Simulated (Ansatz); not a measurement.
# Series on amorphous 63GeO2-24PbO-13Al2O3 (mol %), by quench rate

Does a slower quench leave a cell of lower energy?

Computed with Ansatz 0.2.0: Kohn-Sham DFT, PBE, PAW (set soft_2). Every run is a single point, with the atoms held where the recipe put them (cutoff of the plane-wave runs 420 eV, fermi-dirac smearing of 0.025 eV).

First member: 115 atoms (24 Ge, 9 Sr, 10 Al, 72 O) placed at random at 3.86 g/cm³, melted at 5000 K for 10 ps at fixed volume with the Morse and Coulomb pair potential with partial charges (Pedone, Malavasi, Menziani, Cormack and Segre, J. Phys. Chem. B 110, 11780 (2006)). Quenched from 5000 K to 300 K at 10 K/ps and fixed volume, held 10 ps at zero pressure, then minimised at fixed cell. Then Sr was replaced by Pb and the cell scaled by 1.008 (the potential has no terms for the new elements, so the cell is a start for a DFT relaxation).

Last member: 115 atoms (24 Ge, 9 Sr, 10 Al, 72 O) placed at random at 3.86 g/cm³, melted at 5000 K for 10 ps at fixed volume with the Morse and Coulomb pair potential with partial charges (Pedone, Malavasi, Menziani, Cormack and Segre, J. Phys. Chem. B 110, 11780 (2006)). Quenched from 5000 K to 300 K at 1000 K/ps and fixed volume, held 10 ps at zero pressure, then minimised at fixed cell. Then Sr was replaced by Pb and the cell scaled by 1.008 (the potential has no terms for the new elements, so the cell is a start for a DFT relaxation).

The members:

| quench rate (K/ps) | reduced formula | atoms | valence electrons | k-mesh | basis | density (g/cm³) |
| --- | --- | --- | --- | --- | --- | --- |
| 10 | Al10Ge24Pb9O72 | 115 | 924 | 1×1×1 | plane waves | 4.86 |
| 30 | Al10Ge24Pb9O72 | 115 | 924 | 1×1×1 | plane waves | 4.66 |
| 100 | Al10Ge24Pb9O72 | 115 | 924 | 1×1×1 | plane waves | 4.91 |
| 300 | Al10Ge24Pb9O72 | 115 | 924 | 1×1×1 | plane waves | 4.75 |
| 1000 | Al10Ge24Pb9O72 | 115 | 924 | 1×1×1 | plane waves | 4.92 |

Each cell is one sample from a classical run, so sample-to-sample scatter enters every column.

The input of the first member, without its atom lines; other members have their own cell and atoms, and may differ in mesh, basis and outputs:

```yaml
crystal:
  lattice:
    - [11.97579, 0.0, 0.0]
    - [0.0, 11.97579, 0.0]
    - [0.0, 0.0, 11.97579]
  atoms:
    [... 115 lines ...]
kpoints:
  mp_grid: { grid: [1, 1, 1] }
hamiltonian:
  xc: pbe
scf:
  occupations: { method: fermi_dirac, width: 0.025 }
output:
  forces: true
  stress: true
  populations: true
  dos:
    method: { smearing: { sigma: 0.08 } }
    de: 0.1
    projected: { site_lists: { Al: [Al], Ge: [Ge], O: [O], Pb: [Pb] } }
  eigenvalues: true
  write_density: true
  write_potential: true
  volumetric_format: npy
```

Results; charges are mean Löwdin charges in e:

| quench rate (K/ps) | energy less the first member's (meV/atom) | pressure (GPa) | r.m.s. force (eV/Å) | gap (eV) | q(Al) | q(Ge) | q(Pb) |
| --- | --- | --- | --- | --- | --- | --- | --- |
| 10 | 0.0 | 3.57 | 0.765 | 2.44 | +1.30 | +1.59 | +1.12 |
| 30 | 22.6 | 3.08 | 0.830 | 1.75 | +1.33 | +1.59 | +1.12 |
| 100 | 25.8 | 4.19 | 0.848 | 1.75 | +1.30 | +1.58 | +1.11 |
| 300 | 23.2 | 3.35 | 0.798 | 1.63 | +1.30 | +1.59 | +1.11 |
| 1000 | 40.4 | 3.33 | 0.769 | 2.14 | +1.30 | +1.57 | +1.11 |

The gap is that between the highest filled and lowest empty Kohn-Sham level on the run's k-points; tail or defect levels can set it. The projection misses up to 0.042 e an atom, so the charges add up to more than the cell's charge.

Cost on 8 threads of Intel Xeon Platinum 8259CL at 2.50GHz (Skylake/Cascade Lake), shared host:

| quench rate (K/ps) | atoms | basis | k-mesh | SCF cycles | time | host memory (GiB) |
| --- | --- | --- | --- | --- | --- | --- |
| 10 | 115 | plane waves | 1×1×1 | 10 | 40 s | 2.9 |
| 30 | 115 | plane waves | 1×1×1 | 10 | 37 s | 3.1 |
| 100 | 115 | plane waves | 1×1×1 | 10 | 35 s | 2.8 |
| 300 | 115 | plane waves | 1×1×1 | 10 | 37 s | 2.9 |
| 1000 | 115 | plane waves | 1×1×1 | 10 | 31 s | 2.9 |

Times include the outputs that each run asked for, on hosts shared with other jobs.

**Reading.** The energy against the first member is lowest at 10 K/ps (0.0 meV/atom) and highest at 1000 K/ps (40.4 meV/atom), rising overall but not at every step; each member is a single configuration. The slowest quench gives the lowest energy. The gap is lowest at 300 K/ps (1.63 eV) and highest at 10 K/ps (2.44 eV), with no steady trend; in single samples it varies with the configuration. The density spans 4.66 to 4.92 g/cm³, so the columns mix its effect with that of the quench rate. The pressure is lowest at 30 K/ps (3.1 GPa) and highest at 100 K/ps (4.2 GPa), with no steady trend. The cells differ in volume and aren't at zero pressure, which adds to their energy differences.

Caveats: No spin–orbit coupling is included, so levels derived from the heavy atoms are approximate. The network of bonds at the start is that of the classical potential that made the cell, and needn't be the one that DFT or experiment would give. The cells aren't relaxed by DFT, which could reorder their energies. Even the slowest of these quenches is many orders faster than a laboratory quench. The cells were made for other elements and scaled, so their density isn't DFT's own.

[Logs are printed without paths, hosts, clocks, repeated set-up lines and the standing remarks that a program may print on its own settings, such as how far it seeks lower states.]

[Hosts, paths, dates, database ids (printed as entryN), source tags and the programs' standing remarks are cut or masked in the printed files.]
